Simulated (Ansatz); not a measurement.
# What NaB (Fm-3m) distorts into, part 2 of 3

Aim: this structure of NaB (Fm-3m) is to be tested for unstable modes, and one is followed downhill.

Ansatz 0.2.0; DFT PBEsol, scalar-relativistic, plane waves, PAW.

So far, highest frequency on the path or at a solved wavevector (cm⁻¹): step 2 (phonons on a q mesh) 306. Also lowest frequency on the path (cm⁻¹): step 2 -206.

## 6. Relaxation from the frozen mode

Starting from the lowest point found, all atoms and the cell are let go, so that strain and other modes of the same symmetry can join in.

input.yaml

```yaml
crystal:
  lattice:
    - [0.0, -2.6524525913, -2.6524525913]
    - [0.0, 2.6524525913, -2.6524525913]
    - [5.3049051826, 0.0, 0.0]
  atoms:
    - { symbol: Na, position: [0.5, 0.5, 0.5529380461] }
    - { symbol: Na, position: [0.0, 0.0, -0.0529380461] }
    - { symbol: B, position: [0.5, 0.5, 0.1131028698] }
    - { symbol: B, position: [0.0, 0.0, 0.3868971302] }
kpoints:
  mp_grid: { grid: [10, 10, 8] }
hamiltonian:
  xc: pbesol
scf:
  occupations: { method: methfessel_paxton, width: 0.15 }
output:
  forces: true
  stress: true
  eigenvalues: true
relax:
  adjacent_minimum: "off"
  f_tol: 0.002
  max_steps: 120
  cell: { stress_tol: 0.03 }
```

On the command line:

```sh
> ansatz run input.yaml --threads 4 --pin off --max-ram 7168MiB --backend cpu --events-out ev --progress --plain --runs-dir out
```

Numbers of over 12 decimals in the logs are rounded to 6 here.

Output:

```text
[...]
Crystal: 4 atoms, lattice volume = 74.645 Å³
Basis set: ecut = 420 eV, 1465 PW (Γ), exchange–correlation on 54×54×72 points (8 copies of the dense FFT grid, shifted against one another)
Bands: 16, of which v1, the nominal top of the filled ones, is band 12 counted from 1 (11 counted from 0)
Symmetry: 16 space group operations
[...]
k-points: 105 of 800
[...]
SCF iter   1: F=—  HF=-3249.817944 eV  |F-HF|=—  |Δ(HF+E_count)|=         —  Δρ=3.64e-3  dr2=6.68e-3  ethr=1.77e-3  ⟨swp⟩=4.9  Hψ=7248  notcnv=0
[...]
SCF iter   7: F=-3249.814161 eV  HF=-3249.814161 eV  |F-HF|=3.94e-9  |Δ(HF+E_count)|=   2.73e-8  S|Δr|=    0.00e0  Δρ=2.52e-6  dr2=1.24e-8  ethr=4.17e-10  ⟨swp⟩=4.0  Hψ=4895  notcnv=0
SCF 1 converged in 7 iterations: F = -3249.814161 eV  dr2 = 1.24e-8
[...]
relax step   1: F+E_penalty+E_count = -3249.81416093 eV  Δ(F+E_penalty+E_count) = +0.000e0 eV  max|allowed force component| = 8.923e-1 eV/Å  Δτ_max = 0.0000 Å  P = -2.419 GPa  Ω = 74.645 Å³  (7 SCF iters, dr2 threshold 1.00e-7 eV, accepted)
Crystal: 4 atoms, lattice volume = 68.409 Å³
Basis set: ecut = 420 eV, 1293 PW (Γ), exchange–correlation on 54×54×72 points (8 copies of the dense FFT grid, shifted against one another)
[...]
SCF iter   7: F=-3250.319419 eV  HF=-3250.319419 eV  |F-HF|=1.59e-8  |Δ(HF+E_count)|=   3.19e-7  S|Δr|=    0.00e0  Δρ=7.67e-6  dr2=4.77e-8  ethr=1.67e-9  ⟨swp⟩=5.0  Hψ=6672  notcnv=0
SCF 2 converged in 7 iterations: F = -3250.319419 eV  dr2 = 4.77e-8
relax step   2: F+E_penalty+E_count = -3250.31941896 eV  Δ(F+E_penalty+E_count) = -5.053e-1 eV  max|allowed force component| = 2.693e-1 eV/Å  Δτ_max = 0.1419 Å  P = -3.182 GPa  Ω = 68.409 Å³  energy of the carried Pulay correction = +1.385e-3 eV  (7 SCF iters, dr2 threshold 4.00e-7 eV, accepted)
Crystal: 4 atoms, lattice volume = 63.199 Å³
Basis set: ecut = 420 eV, 1227 PW (Γ), exchange–correlation on 54×54×72 points (8 copies of the dense FFT grid, shifted against one another)
[...]
SCF iter   6: F=-3250.770052 eV  HF=-3250.770052 eV  |F-HF|=6.09e-8  |Δ(HF+E_count)|=   1.54e-7  S|Δr|=    0.00e0  Δρ=1.56e-5  dr2=9.58e-8  ethr=1.67e-9  ⟨swp⟩=5.1  Hψ=7517  notcnv=0
SCF 3 converged in 6 iterations: F = -3250.770052 eV  dr2 = 9.58e-8
relax step   3: F+E_penalty+E_count = -3250.77005200 eV  Δ(F+E_penalty+E_count) = -4.506e-1 eV  max|allowed force component| = 4.756e-1 eV/Å  Δτ_max = 0.1087 Å  P = -3.611 GPa  Ω = 63.199 Å³  energy of the carried Pulay correction = +2.638e-3 eV  (6 SCF iters, dr2 threshold 4.00e-7 eV, accepted)
[... from here on, the SCF cycles and remarks between the steps are left out ...]
relax step   4: F+E_penalty+E_count = -3251.22866685 eV  Δ(F+E_penalty+E_count) = -4.586e-1 eV  max|allowed force component| = 3.762e-1 eV/Å  Δτ_max = 0.1191 Å  P = -2.732 GPa  Ω = 58.351 Å³  energy of the carried Pulay correction = +3.893e-3 eV  (6 SCF iters, dr2 threshold 4.00e-7 eV, accepted)
relax step   5: F+E_penalty+E_count = -3251.72391814 eV  Δ(F+E_penalty+E_count) = -4.953e-1 eV  max|allowed force component| = 5.127e-1 eV/Å  Δτ_max = 0.1041 Å  P = +0.158 GPa  Ω = 54.122 Å³  energy of the carried Pulay correction = +5.065e-3 eV  (6 SCF iters, dr2 threshold 4.00e-7 eV, accepted)
relax step   6: F+E_penalty+E_count = -3252.21459409 eV  Δ(F+E_penalty+E_count) = -4.907e-1 eV  max|allowed force component| = 3.081e-1 eV/Å  Δτ_max = 0.1073 Å  P = +4.438 GPa  Ω = 51.221 Å³  energy of the carried Pulay correction = +5.915e-3 eV  (6 SCF iters, dr2 threshold 4.00e-7 eV, accepted)
relax step   7: F+E_penalty+E_count = -3252.57509612 eV  Δ(F+E_penalty+E_count) = -3.605e-1 eV  max|allowed force component| = 1.051e-1 eV/Å  Δτ_max = 0.0648 Å  P = +5.961 GPa  Ω = 50.979 Å³  energy of the carried Pulay correction = +5.987e-3 eV  (6 SCF iters, dr2 threshold 4.00e-7 eV, accepted)
relax step   8: F+E_penalty+E_count = -3252.83883415 eV  Δ(F+E_penalty+E_count) = -2.637e-1 eV  max|allowed force component| = 2.233e-1 eV/Å  Δτ_max = 0.0413 Å  P = +5.245 GPa  Ω = 51.659 Å³  energy of the carried Pulay correction = +5.784e-3 eV  (5 SCF iters, dr2 threshold 4.00e-7 eV, accepted)
relax step   9: F+E_penalty+E_count = -3253.01178400 eV  Δ(F+E_penalty+E_count) = -1.729e-1 eV  max|allowed force component| = 9.070e-2 eV/Å  Δτ_max = 0.0245 Å  P = +2.558 GPa  Ω = 53.100 Å³  energy of the carried Pulay correction = +5.360e-3 eV  (5 SCF iters, dr2 threshold 4.00e-7 eV, accepted)
relax step  10: F+E_penalty+E_count = -3253.07969852 eV  Δ(F+E_penalty+E_count) = -6.791e-2 eV  max|allowed force component| = 7.750e-2 eV/Å  Δτ_max = 0.0207 Å  P = +0.282 GPa  Ω = 54.489 Å³  energy of the carried Pulay correction = +4.960e-3 eV  (5 SCF iters, dr2 threshold 4.00e-7 eV, accepted)
relax step  11: F+E_penalty+E_count = -3253.02501577 eV  Δ(F+E_penalty+E_count) = +5.468e-2 eV  max|allowed force component| = 2.266e-1 eV/Å  Δτ_max = 0.0347 Å  P = +4.369 GPa  Ω = 51.713 Å³  energy of the carried Pulay correction = +5.768e-3 eV  (8 SCF iters, dr2 threshold 4.00e-7 eV, rejected (line search))
relax step  12: F+E_penalty+E_count = -3253.08136976 eV  Δ(F+E_penalty+E_count) = -1.671e-3 eV  max|allowed force component| = 1.168e-2 eV/Å  Δτ_max = 0.0060 Å  P = -0.020 GPa  Ω = 54.595 Å³  energy of the carried Pulay correction = +4.930e-3 eV  (10 SCF iters, accepted)
relax step  13: F+E_penalty+E_count = -3253.08140654 eV  Δ(F+E_penalty+E_count) = -3.678e-5 eV  max|allowed force component| = 9.531e-4 eV/Å  Δτ_max = 0.0018 Å  P = +0.010 GPa  Ω = 54.563 Å³  energy of the carried Pulay correction = +4.939e-3 eV  (6 SCF iters, dr2 threshold 8.53e-9 eV, accepted)
relax step  14: F+E_penalty+E_count = -3253.27511612 eV  Δ(F+E_penalty+E_count) = -1.937e-1 eV  max|allowed force component| = 1.265e-2 eV/Å  Δτ_max = 0.0000 Å  P = +3.116 GPa  Ω = 54.563 Å³  stress off target by 9.16e0 GPa  SCF on the basis re-selected at this cell (its energy is not comparable with the rows above)  (8 SCF iters)
relax step  15: F+E_penalty+E_count = -3253.34374983 eV  Δ(F+E_penalty+E_count) = -6.863e-2 eV  max|allowed force component| = 1.299e-2 eV/Å  Δτ_max = 0.0183 Å  P = +1.764 GPa  Ω = 56.161 Å³  energy of the carried Pulay correction = -6.713e-4 eV  (5 SCF iters, dr2 threshold 4.00e-7 eV, accepted)
relax step  16: F+E_penalty+E_count = -3253.38826496 eV  Δ(F+E_penalty+E_count) = -4.452e-2 eV  max|allowed force component| = 1.976e-2 eV/Å  Δτ_max = 0.0203 Å  P = +0.326 GPa  Ω = 58.204 Å³  energy of the carried Pulay correction = -1.509e-3 eV  (5 SCF iters, dr2 threshold 4.00e-7 eV, accepted)
relax step  17: F+E_penalty+E_count = -3253.39385610 eV  Δ(F+E_penalty+E_count) = -5.591e-3 eV  max|allowed force component| = 7.470e-2 eV/Å  Δτ_max = 0.0161 Å  P = -0.040 GPa  Ω = 59.102 Å³  energy of the carried Pulay correction = -1.883e-3 eV  (4 SCF iters, dr2 threshold 4.00e-7 eV, accepted)
relax step  18: F+E_penalty+E_count = -3253.39390463 eV  Δ(F+E_penalty+E_count) = -4.853e-5 eV  max|allowed force component| = 4.238e-2 eV/Å  Δτ_max = 0.0085 Å  P = +0.017 GPa  Ω = 59.178 Å³  energy of the carried Pulay correction = -1.912e-3 eV  (4 SCF iters, dr2 threshold 3.49e-7 eV, accepted)
relax step  19: F+E_penalty+E_count = -3253.39445724 eV  Δ(F+E_penalty+E_count) = -5.526e-4 eV  max|allowed force component| = 5.702e-3 eV/Å  Δτ_max = 0.0084 Å  P = +0.019 GPa  Ω = 59.078 Å³  energy of the carried Pulay correction = -1.873e-3 eV  (5 SCF iters, dr2 threshold 1.12e-7 eV, accepted)
relax step  20: F+E_penalty+E_count = -3253.39445337 eV  Δ(F+E_penalty+E_count) = +3.868e-6 eV  max|allowed force component| = 3.547e-5 eV/Å  Δτ_max = 0.0004 Å  P = +0.000 GPa  Ω = 59.102 Å³  energy of the carried Pulay correction = -1.882e-3 eV  (4 SCF iters, dr2 threshold 2.41e-9 eV, accepted)
relax step  21: F+E_penalty+E_count = -3253.39819805 eV  Δ(F+E_penalty+E_count) = -3.745e-3 eV  max|allowed force component| = 2.589e-4 eV/Å  Δτ_max = 0.0000 Å  P = +0.079 GPa  Ω = 59.102 Å³  stress off target by 1.76e-1 GPa  SCF on the basis re-selected at this cell (its energy is not comparable with the rows above)  (7 SCF iters)
relax step  22: F+E_penalty+E_count = -3253.39821926 eV  Δ(F+E_penalty+E_count) = -2.120e-5 eV  max|allowed force component| = 4.844e-4 eV/Å  Δτ_max = 0.0015 Å  P = +0.011 GPa  Ω = 59.233 Å³  energy of the carried Pulay correction = -5.266e-5 eV  (4 SCF iters, dr2 threshold 7.74e-8 eV, accepted)
[...]
SCF iter   6: F=-3253.398274 eV  HF=-3253.398274 eV  |F-HF|=9.09e-13  |Δ(HF+E_count)|=  1.18e-11  S|Δr|=    0.00e0  Δρ=7.05e-8  dr2=1.40e-12  ethr=1.00e-12  ⟨swp⟩=4.9  Hψ=6127  notcnv=0
SCF 23 converged in 6 iterations: F = -3253.398274 eV  dr2 = 1.40e-12
relax step  23: F+E_penalty+E_count = -3253.39827426 eV  Δ(F+E_penalty+E_count) = -5.500e-5 eV  max|allowed force component| = 5.031e-4 eV/Å  Δτ_max = 0.0000 Å  P = +0.011 GPa  Ω = 59.233 Å³  stress off target by 2.90e-2 GPa  SCF on the basis re-selected at this cell (its energy is not comparable with the rows above)  (6 SCF iters)
[...]
SCF converged after 6 iterations
[...]
Free energy (F): -3253.398274 eV
[...]
Internal energy: -3253.401877 eV  (E = F + TS)
E sigma→0 (E₀):  -3253.399175 eV
Entropy (-TS):   0.003603 eV (0.901 meV/atom)
Fermi energy:    5.658036 eV
[...]
--- Forces (eV/Å), atoms counted from 1 ---
  atom   1  Na     0.00012828     0.00000000    -0.00000000
  atom   2  Na    -0.00012828     0.00000000     0.00000000
  atom   3  B      0.00050307     0.00000000     0.00000000
  atom   4  B     -0.00050307     0.00000000     0.00000000
  max |Σ_I F_I| component: 8.67e-19 eV/Å
--- Stress (GPa, compression-positive) ---
        0.028967       0.000000       0.000000
        0.000000       0.001727       0.000000
        0.000000      -0.000000       0.001727
  P = ⅓ Tr σ = 0.0108 GPa (0.108 kbar)
--- Band table (eV; the first three rows and the last of 105) ---
  k-point 0: bands = [... 8 lower, -6.3353, 0.4884, 2.3223, 5.9555, 5.9555, 7.2514, 8.5223, 13.3457]
  k-point 1: bands = [... 8 lower, -6.3348, 0.4446, 2.4347, 5.9555, 5.9555, 6.7974, 9.0432, 13.3312]
  k-point 2: bands = [... 8 lower, -6.3333, 0.3514, 2.7195, 5.9555, 5.9555, 6.0954, 9.9502, 13.2617]
  k-point 104: bands = [... 8 lower, 0.2487, 0.2487, 2.9176, 2.9176, 7.5748, 7.5748, 11.0777, 11.0777]
--- Relaxed structure (20 steps of the walk, 19 accepted, 3 SCFs on fresh bases) ---
  F+E_penalty+E_count = -3253.39827426 eV   max|allowed force component| = 5.031e-4 eV/Å   (the final SCF, on the basis selected at the relaxed cell)
  cell:  # Å, volume = 59.2331 Å³
    - [0, -1.935096, -1.935096]
    - [0, 1.935096, -1.935096]
    - [7.909140, 0, 0.0]
  atoms:
    - { symbol: Na, position: [0.500000, 0.500000, 0.553657] }
    - { symbol: Na, position: [0, 0, -0.053657] }
    - { symbol: B, position: [0.500000, 0.500000, 0.235779] }
    - { symbol: B, position: [0, 0, 0.264221] }
```

The job ended after 29 s (4 threads of Intel Xeon Platinum 8488C (Sapphire Rapids), shared host; peak memory 0.51 GiB; 99 s of CPU time).

The steps of the relaxation (22 of 23):

```csv
step,energy less that of the first step (eV),largest force component (eV/Å),pressure (GPa),volume (Å³)
1,0.0000,0.8923,-2.42,74.65
2,-0.5053,0.2693,-3.18,68.41
3,-0.9559,0.4756,-3.61,63.20
4,-1.4145,0.3762,-2.73,58.35
5,-1.9098,0.5127,0.16,54.12
6,-2.4004,0.3081,4.44,51.22
7,-2.7609,0.1051,5.96,50.98
8,-3.0247,0.2233,5.25,51.66
9,-3.1976,0.0907,2.56,53.10
10,-3.2655,0.0775,0.28,54.49
11,-3.2109,0.2266,4.37,51.71
13,-3.2672,0.0010,0.01,54.56
14*,-3.4610,0.0127,3.12,54.56
15,-3.5296,0.0130,1.76,56.16
16,-3.5741,0.0198,0.33,58.20
17,-3.5797,0.0747,-0.04,59.10
18,-3.5797,0.0424,0.02,59.18
19,-3.5803,0.0057,0.02,59.08
20,-3.5803,0.0000,0.00,59.10
21*,-3.5840,0.0003,0.08,59.10
22,-3.5841,0.0005,0.01,59.23
23*,-3.5841,0.0005,0.01,59.23
```

Relaxation steps marked * repeat the geometry before them on a plane-wave basis chosen anew for their cell, so energy and pressure can jump there. Other such steps can lie between the rows shown. Relaxation step 11 was tried and not accepted.

Forces are held to the 16 operations that the run works with; a distortion that breaks them can't arise in this run.

```csv
cell as run,before,after,change
a (Å),3.751,2.737,-27.0 %
b (Å),3.751,2.737,-27.0 %
c (Å),5.305,7.909,+49.1 %
volume (Å³/atom),18.66,14.81,-20.6 %
```

The atoms that moved most (Å, as changes of fractional coordinates times the final cell):

```csv
atom,dx,dy,dz,length
B3,0.970,0.000,0.000,0.970
B4,-0.970,0.000,0.000,0.970
Na2,-0.006,0.000,0.000,0.006
Na1,0.006,0.000,0.000,0.006
```

Final coordinates:

```cif
data_structure
_symmetry_space_group_name_H-M 'P 1'
_symmetry_Int_Tables_number 1
_cell_length_a 2.7366
_cell_length_b 2.7366
_cell_length_c 7.9091
_cell_angle_alpha 90.000
_cell_angle_beta 90.000
_cell_angle_gamma 90.000
_cell_volume 59.23
loop_
_atom_site_label
_atom_site_type_symbol
_atom_site_fract_x
_atom_site_fract_y
_atom_site_fract_z
_atom_site_occupancy
Na1 Na 0.50000 0.50000 0.55366 1
Na2 Na 0.00000 0.00000 0.94634 1
B3 B 0.50000 0.50000 0.23578 1
B4 B 0.00000 0.00000 0.26422 1
```

Numbers from this step:

* pressure: 0.01081 GPa
* volume per atom: 14.81 Å³

The distorted start has space group P4/nmm; the relaxation ends in P4/nmm.

## 7. The new phase in its own primitive cell

The relaxed structure is symmetrised, reduced to its primitive cell and relaxed tightly, as its phonons need.

input.yaml, the sections that differ from step 6:

```yaml
crystal:
  lattice:
    - [2.7366384855, 0.0, 0.0]
    - [0.0, 2.7366384855, 0.0]
    - [0.0, 0.0, 7.9091395193]
  atoms:
    - { symbol: Na, position: [0.0, 0.5, 0.3036572828] }
    - { symbol: Na, position: [0.5, 0.0, 0.6963427172] }
    - { symbol: B, position: [0.0, 0.5, 0.9857789117] }
    - { symbol: B, position: [0.5, 0.0, 0.0142210883] }
kpoints:
  mp_grid: { grid: [14, 14, 6] }
relax:
  adjacent_minimum: "off"
  f_tol: 0.001
  max_steps: 60
  cell: { stress_tol: 0.01 }
# hamiltonian, scf, output: as in step 6
```

Output:

```text
[...]
Crystal: 4 atoms, lattice volume = 59.233 Å³
Basis set: ecut = 420 eV, 1167 PW (Γ), exchange–correlation on 40×40×108 points (8 copies of the dense FFT grid, shifted against one another)
Bands: 16, of which v1, the nominal top of the filled ones, is band 12 counted from 1 (11 counted from 0)
Symmetry: 16 space group operations
[...]
k-points: 144 of 1176
[...]
--- Relaxed structure (5 steps of the walk, 5 accepted, 1 SCFs on fresh bases) ---
[...]
cell:  # Å, volume = 59.5096 Å³
    - [2.739523, 0, 0]
    - [0, 2.739523, 0]
    - [0, 0, 7.929346]
  atoms:
    - { symbol: Na, position: [0, 0.5, 0.305136] }
    - { symbol: Na, position: [0.5, 0, 0.694864] }
    - { symbol: B, position: [0, 0.5, 0.987353] }
    - { symbol: B, position: [0.5, 0, 0.012647] }
[key lines of the parts left out:]
SCF converged after 6 iterations
Free energy (F): -3253.386629 eV
Fermi energy:    5.678065 eV
P = ⅓ Tr σ = 0.0030 GPa (0.030 kbar)
```

Elapsed: 8.6 s, on 4 threads; peak memory 0.51 GiB; 29 s of CPU time.

Relaxation path:

```csv
step,energy less that of the first step (eV),largest force component (eV/Å),pressure (GPa),volume (Å³)
1,0.0000,0.0782,0.21,59.23
2,-0.0008,0.0392,0.05,59.22
3,-0.0014,0.0110,-0.02,59.50
4,-0.0014,0.0046,-0.03,59.54
5,-0.0014,0.0002,0.00,59.51
6*,-0.0015,0.0003,0.00,59.51
```

Relaxation steps marked * repeat the geometry before them on a plane-wave basis chosen anew for their cell, so energy and pressure can jump there.

The run keeps the 16 symmetry operations that it works with, so distortions that break them were not tested.

```csv
"conventional cell, symmetrised",before,after,change
a (Å),2.737,2.740,+0.1 %
b (Å),2.737,2.740,+0.1 %
c (Å),7.909,7.929,+0.3 %
volume (Å³/atom),14.81,14.88,+0.5 %
```

The atoms that moved most (Å, as changes of fractional coordinates times the final cell):

```csv
atom,dx,dy,dz,length
B3,0.000,0.000,0.012,0.012
B4,0.000,0.000,-0.012,0.012
Na2,0.000,0.000,-0.012,0.012
Na1,0.000,0.000,0.012,0.012
```

The relaxed structure:

```xyz
4
Lattice="2.7395 0.0000 0.0000 0.0000 2.7395 0.0000 0.0000 0.0000 7.9293" Properties=species:S:1:pos:R:3 pbc="T T T"
Na    0.0000    1.3698    2.4195
Na    1.3698    0.0000    5.5098
B     0.0000    1.3698    7.8291
B     1.3698    0.0000    0.1003
```

This step gave:

```yaml
pressure: 0.002977 GPa
volume_per_atom: 14.88 Å³
```

The largest force component left is 0.26 meV/Å and the pressure is 0.003 GPa, within the tolerances set. The cell now holds 14.88 Å³/atom.

(Continued in part 3 of 3.)

[Logs are printed without paths, hosts, clocks, repeated set-up lines and the standing remarks that a program may print on its own settings, such as how far it seeks lower states.]

[Hosts, paths, dates, database ids (printed as entryN), source tags and the programs' standing remarks are cut or masked in the printed files.]
